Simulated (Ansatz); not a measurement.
# SiC(10-10)/MgS(100) interface (76 atoms): repeated cells from small to large, part 2 of 2

How do plane waves and support functions scale when SiC(10-10)/MgS(100) interface (76 atoms) is repeated?

Ansatz 0.2.0; Kohn-Sham DFT, PBE, PAW (set soft_2), plane waves.

The cell: 24 Si, 24 C, 14 Mg and 14 S. The host structure and its lattice constant were typed by rule, without a check against the phase diagram.

So far. Step 4 (Support functions, 76 atoms): The energy lies 13.8 meV/atom above the dense-mesh reference, and 1.3 meV/atom below plane waves of the same size, an offset between the two bases that leaves the sampling error alike. Step 5 (Plane waves, 152 atoms): The energy lies 4.95 meV/atom above the dense-mesh reference.

## 6. Support functions, 152 atoms

The repeated cell is solved at Γ in support functions.

This step: Kohn-Sham DFT, PBE, PAW (set soft_2), localised support functions (medium) (Ansatz 0.2.0).

input.yaml

```yaml
crystal:
  lattice:
    - [11.8227, 0.0, 0.0]
    - [-1.10952, 7.88027, 0.0]
    - [0.0, 0.0, 10.74772]
  atoms:
    [... the 76 atom lines of step 2 ...]
  supercell: [1, 2, 1]
kpoints:
  mp_grid: { grid: [1, 1, 1] }
hamiltonian:
  xc: pbe
scf:
  occupations: { method: fermi_dirac, width: 0.025 }
  eigensolver: { kind: { support_functions: { accuracy: medium } } }
  mixing: { beta: 0.4 }
  max_iter: 150
output:
  forces: true
```

Launch:

```bash
> ansatz run input.yaml --threads 4 --pin off --max-ram 8192MiB --backend cpu --events-out ev --progress --plain --runs-dir out
```

Numbers of over 12 decimals in the logs are rounded to 6 here.

Output:

```text
Warning: scf.eigensolver.kind.support_functions: disabling space-group detection — the functions' gradient is summed over unrotated k-points, so no spatial operation reduces the k-mesh or symmetrises the density; time reversal is kept, so that k and −k are solved as one point where they differ and the mesh holds both, and exact exchange and, on two spinor components, a DFT+U term hold to it where the run has them: [...]
settings of this run that can trade accuracy for cost: scf.eigensolver.kind.support_functions [...]
[...]
Crystal: 152 atoms, lattice volume = 2002.646 Å³
Basis set: ecut = 420 eV, 39089 PW (Γ), exchange–correlation on 160×216×144 points (8 copies of the dense FFT grid, shifted against one another)
Bands: 500, of which v1, the nominal top of the filled ones, is band 416 counted from 1 (415 counted from 0)
Symmetry: 1 space group operations
k-points: 1
[...]
SCF iter   1: F=—  HF=-121714.376752 eV  |F-HF|=—  |Δ(HF+E_count)|=         —  Δρ=9.88e-2  dr2=2.69e2  ethr=1.00e-1
[...]
SCF iter  11: F=—  HF=-121702.665524 eV  |F-HF|=—  |Δ(HF+E_count)|=   3.92e-3  Δρ=2.20e-5  dr2=9.23e-6  ethr=4.00e-9  κ⁻¹=2.6e-7(r=7)
SCF iter  12: F=-121702.668724 eV  HF=-121702.668724 eV  |F-HF|=2.13e-7  |Δ(HF+E_count)|=   3.20e-3  Δρ=6.77e-6  dr2=1.12e-6  ethr=1.11e-9
SCF 1 converged in 12 iterations: F = -121702.719891 eV  dr2 = 1.12e-6
[...]
SCF converged after 12 iterations
Stability not checked: this state was not tested for a lower state beside it, because the mixer in use, unlike msr1, does not test its closes by its own steps (another_mixer; see scf.mixing.algorithm and scf.lower_state_search)
Free energy (F): -121702.719891 eV
[...]
Internal energy: -121702.604421 eV  (E = F + TS)
E sigma→0 (E₀):  -121702.662156 eV
Entropy (-TS):   -0.115470 eV (-0.760 meV/atom)
Fermi energy:    9.036554 eV
[...]
Σ components = -121702.719891   (vs F -121702.719891, Δ=0.00e0)
--- Forces (eV/Å), atoms counted from 1 ---
  atom   1  Si     1.31989663     0.43476636     1.99322945
  atom   2  C     -0.71688375    -0.63461923    -1.56939270
  atom   3  Si     0.92679535    -0.47180580    -2.00036084
  atom   4  C      0.58084596    -1.72789527     0.98691440
  atom   5  Si     0.02858257     0.27345612     2.72434613
  atom   6  C      1.82992839    -0.29947671    -1.26067397
  [... forces on the other 146 atoms ...]
  max |Σ_I F_I| component: 1.14e-2 eV/Å
--- Band table (eV) ---
[... left out ...]
  guard bands above this table: 73 of the run's 500 bands (output.publish_guard_bands: true publishes all)
[...]
```

Wall time 1.8 min (4 threads of Arm Neoverse V2, shared host); peak memory 3.9 GiB.

The program repeats the typed cell 1×2×1 times, 152 atoms in all; totals in the log are those of the whole repeated cell, and force differences are taken after averaging over the copies of each atom.

The energy lies 3.67 meV/atom above the dense-mesh reference, and 1.3 meV/atom below plane waves of the same size, an offset between the two bases that leaves the sampling error alike.

## 7. Scaling with size

Differences are against the typed cell on a 3×5×3 mesh, which samples like Γ on 3420 atoms (r.m.s. force component 1.06 eV/Å). Every repeated cell is solved at Γ, and forces are averaged over the copies of each atom. Hardware: 4 threads of Arm Neoverse V2, shared host.

| atoms | repeats | basis | Δ force, r.m.s. (meV/Å) | Δ energy (meV/atom) | less plane waves of the same size (meV/atom) | spread among copies (meV/Å) | SCF cycles | time | host memory (GiB) |
| --- | --- | --- | --- | --- | --- | --- | --- | --- | --- |
| 76 | 1×1×1 | plane waves | 115 | 15.1 | - | - | 10 | 5.7 s | 1.1 |
| 76 | 1×1×1 | support functions | 115 | 13.8 | -1.3 | - | 11 | 55 s | 2.1 |
| 152 | 1×2×1 | plane waves | 62.8 | 4.95 | - | 0 | 10 | 25 s | 2.9 |
| 152 | 1×2×1 | support functions | 62.7 | 3.67 | -1.3 | 0 | 12 | 1.8 min | 3.9 |

## 8. What the reference run shows

With the settings judged, the reference run is read for its physics.

Length of the force by element:

| element | coordination | atoms | mean length of the force (eV/Å) | spread | least | most |
| --- | --- | --- | --- | --- | --- | --- |
| C | all | 24 | 1.67 | 0.623 | 0.387 | 2.98 |
| Mg | all | 14 | 1.37 | 0.582 | 0.602 | 2.64 |
| S | all | 14 | 1.12 | 0.420 | 0.435 | 2.19 |
| Si | all | 24 | 2.26 | 0.571 | 0.886 | 3.08 |

Intrinsic-atomic-orbital charges by element:

| element | coordination | atoms | mean charge (e) | spread | least | most |
| --- | --- | --- | --- | --- | --- | --- |
| C | all | 24 | -1.04 | 0.0854 | -1.24 | -0.892 |
| Mg | all | 14 | 1.44 | 0.021 | 1.39 | 1.46 |
| S | all | 14 | -1.09 | 0.0891 | -1.25 | -0.910 |
| Si | all | 24 | 0.838 | 0.197 | 0.471 | 1.03 |

By region:

| region | atoms | mean length of the force (eV/Å) | net charge (e) |
| --- | --- | --- | --- |
| SiC | 48 | 1.97 | -4.91 |
| MgS | 28 | 1.24 | 4.91 |

Density of states as counts of states in windows of 1 eV (from the Fermi level), total and the larger projections:

| from (eV) | to (eV) | total | SiC | C p | MgS | S p | Si p | Si s |
| --- | --- | --- | --- | --- | --- | --- | --- | --- |
| -10 | -9 | 0.1 | 0.1 | 0.1 | 0.0 | 0.0 | 0.0 | 0.0 |
| -9 | -8 | 14.7 | 13.3 | 6.1 | 1.3 | 0.9 | 2.2 | 4.2 |
| -8 | -7 | 14.4 | 12.7 | 5.7 | 1.7 | 1.2 | 2.4 | 3.2 |
| -7 | -6 | 20.6 | 14.3 | 6.9 | 6.1 | 5.0 | 4.5 | 1.6 |
| -6 | -5 | 30.1 | 16.3 | 8.7 | 13.5 | 11.6 | 5.2 | 1.3 |
| -5 | -4 | 33.2 | 18.3 | 10.7 | 14.5 | 13.1 | 5.6 | 1.0 |
| -4 | -3 | 38.8 | 21.6 | 14.1 | 16.5 | 15.7 | 6.1 | 0.8 |
| -3 | -2 | 37.8 | 21.5 | 15.3 | 15.4 | 15.0 | 5.2 | 0.6 |
| -2 | -1 | 17.3 | 12.5 | 9.2 | 4.3 | 4.0 | 2.6 | 0.3 |
| -1 | 0 | 20.0 | 13.9 | 8.9 | 4.9 | 4.1 | 3.5 | 0.7 |
| 0 | 1 | 16.3 | 10.5 | 4.6 | 4.4 | 3.3 | 4.1 | 1.1 |
| 1 | 2 | 10.1 | 6.3 | 2.3 | 2.5 | 1.3 | 2.8 | 0.9 |
| 2 | 3 | 11.6 | 4.9 | 1.1 | 3.5 | 0.7 | 2.5 | 0.7 |
| 3 | 4 | 24.7 | 11.7 | 2.2 | 4.2 | 0.9 | 6.3 | 1.3 |
| 4 | 5 | 32.3 | 14.0 | 2.7 | 4.4 | 1.0 | 7.6 | 1.6 |

Between -26 and -10 eV lie 76 more states.

The stored curve holds about 303 of the 416 electrons; the rest, give or take the few that broadening carries across the Fermi level, lie in deeper levels below its range.

The levels nearest the highest filled one (over half full), pooled over k-points and spins:

| level less the highest filled one (eV) | occupation |
| --- | --- |
| -0.0112 | 1.23 |
| -0.0062 | 1.14 |
| -0.0015 | 1.04 |
| -0.0012 | 1.04 |
| -3.0e-4 | 1.02 |
| 0 | 1.01 |
| 0.0049 | 0.917 |
| 0.0051 | 0.912 |
| 0.0059 | 0.898 |
| 0.0142 | 0.738 |
| 0.0176 | 0.675 |
| 0.0319 | 0.446 |

Mean intrinsic-atomic-orbital charges: C -1.04, Mg +1.44, S -1.09, Si +0.84 e. By these charges the region 'MgS' has given 4.9 e to 'SiC'; where the regions aren't neutral units, this includes their ionic charge.

## 9. Summary of results

| Item | Value |
| --- | --- |
| free energy per atom | -800.6795 eV/atom |
| density | 2.904 g/cm³ |
| pressure | 3.44 GPa |
| r.m.s. force component | 1.063 eV/Å |
| wall time of the 5 DFT runs | 13 min |

In words: Repeating the cell at Γ samples more k-points: in plane waves the energy difference from the dense mesh goes from 15.1 meV/atom at 76 atoms to 4.95 at 152, and the force difference from 115 to 63 meV/Å. At equal size the support functions lie 1.3 meV/atom below plane waves, likely because their grid holds more waves than 420 eV; no run tests this. At the largest size the support functions' forces differ from the reference by 5.9 % of the r.m.s. force, which holds the difference of sampling between the two as well as that of the basis.

38 levels are partly filled, by over 2 % (on the run's k-points): no clear gap opens at this level. Levels of broken or missing bonds inside a gap of the host would look the same.

What to keep in mind: The geometry was built by rule, was displaced at random and isn't relaxed at this level: its force components are 1.1 eV/Å r.m.s. The stress is far from hydrostatic: its diagonal is 1.2, 3.7, 5.5 GPa, compression counted positive. The pressure of 3.4 GPa belongs to a cell and atoms that aren't relaxed at this level.

[Logs are printed without paths, hosts, clocks, repeated set-up lines and the standing remarks that a program may print on its own settings, such as how far it seeks lower states.]

[Hosts, paths, dates, database ids (printed as entryN), source tags and the programs' standing remarks are cut or masked in the printed files.]
